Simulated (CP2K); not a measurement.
The N K edge of nitrosoacetaldehyde was computed by TDDFT (CP2K XAS_TDP, aug-cc-pVDZ, TDA) at these levels: BHandHLYP, PBEh(45%) and PBEh(45%) + GW2X. The first three lines of N4 (bonded to C and O) with a strength over 0.0015, energy in eV and strength:

| run | first | second | third |
| --- | --- | --- | --- |
| 1 | 400.61 (0.071) | 408.68 (0.021) | 408.84 (0.015) |
| 2 | 394.43 (0.072) | 402.50 (0.022) | 402.67 (0.016) |
| 3 | 396.55 (0.075) | 404.25 (0.004) | 404.88 (0.031) |

Q: Which run is which?

Run 1: PBEh(45%) + GW2X (45 % exact exchange). Run 2: PBEh(45%) (45 % exact exchange). Run 3: BHandHLYP (50 % exact exchange). Self-interaction lifts the core level, so the uncorrected lines rise with the share of exact exchange. The GW2X run keeps the spacings of its parent: 8.07 eV between the first two lines in run 1, 8.07 eV in run 2. Its shift is +6.18 eV, since the Kohn–Sham level at this share of exchange lies that far above the quasiparticle level.

[Hosts, paths, dates, database ids (printed as entryN), source tags and the programs' standing remarks are cut or masked in the printed files.]
